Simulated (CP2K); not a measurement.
Two runs for the C K edge of ethynylacetonitrile. Run A: CP2K XAS_TDP, all-electron GAPW, PBEh(45%), aug-cc-pVDZ, TDA, no relativity. Run B differs in one setting.

First lines with a strength over 0.0015. A:

| atom | energy (eV) | states | strength, one atom |
| --- | --- | --- | --- |
| C1 (bonded to C and H) | 282.04 | 1 | 0.0488 |
|  | 282.21 | 1 | 0.0479 |
|  | 284.63 | 1 | 0.0037 |
|  | 285.01 | 1 | 0.0068 |
|  | 285.82 | 1 | 0.0038 |
| C2 (bonded to 2 C) | 282.36 | 1 | 0.0489 |
|  | 282.43 | 1 | 0.0510 |
|  | 285.50 | 1 | 0.0100 |
|  | 286.65 | 1 | 0.0034 |
|  | 288.21 | 1 | 0.0032 |
| C3 (bonded to 2 C and 2 H) | 285.45 | 1 | 0.0079 |
|  | 285.52 | 1 | 0.0127 |
|  | 286.03 | 1 | 0.0019 |
|  | 286.45 | 1 | 0.0107 |
|  | 287.30 | 1 | 0.0136 |
| C4 (bonded to C and N) | 282.60 | 1 | 0.0547 |
|  | 282.67 | 1 | 0.0562 |
|  | 285.26 | 1 | 0.0018 |
|  | 285.94 | 1 | 0.0087 |
|  | 287.43 | 1 | 0.0024 |

B:

| atom | energy (eV) | states | strength, one atom |
| --- | --- | --- | --- |
| C1 (bonded to C and H) | 286.04 | 1 | 0.0571 |
|  | 286.23 | 1 | 0.0561 |
|  | 289.34 | 1 | 0.0105 |
|  | 290.00 | 1 | 0.0050 |
|  | 290.93 | 1 | 0.0056 |
| C2 (bonded to 2 C) | 286.36 | 1 | 0.0569 |
|  | 286.41 | 1 | 0.0589 |
|  | 289.83 | 1 | 0.0031 |
|  | 290.37 | 1 | 0.0122 |
|  | 291.53 | 2 | 0.0023 |
| C3 (bonded to 2 C and 2 H) | 290.11 | 1 | 0.0232 |
|  | 290.15 | 1 | 0.0166 |
|  | 290.71 | 1 | 0.0114 |
|  | 291.12 | 1 | 0.0184 |
|  | 292.20 | 1 | 0.0169 |
| C4 (bonded to C and N) | 286.44 | 1 | 0.0631 |
|  | 286.50 | 1 | 0.0643 |
|  | 290.10 | 1 | 0.0054 |
|  | 290.92 | 1 | 0.0089 |
|  | 292.04 | 1 | 0.0017 |

Which was it: the functional, scalar relativity switched on, the basis, GW2X switched on?

The functional (functional from PBEh(45%) to PBEh(60%); the lines alone don't name the new value). A functional moves all lines by electronvolts and changes their spacings and strengths. Against PBEh(45%) in aug-cc-pVDZ, the leading lines move by +4.00 eV (C1, to 286.04), +4.00 eV (C2, to 286.36), +4.66 eV (C3, to 290.11) and +3.84 eV (C4, to 286.44); the strength of C1's goes from 0.0488 to 0.0571.

[Hosts, paths, dates, database ids (printed as entryN), source tags and the programs' standing remarks are cut or masked in the printed files.]
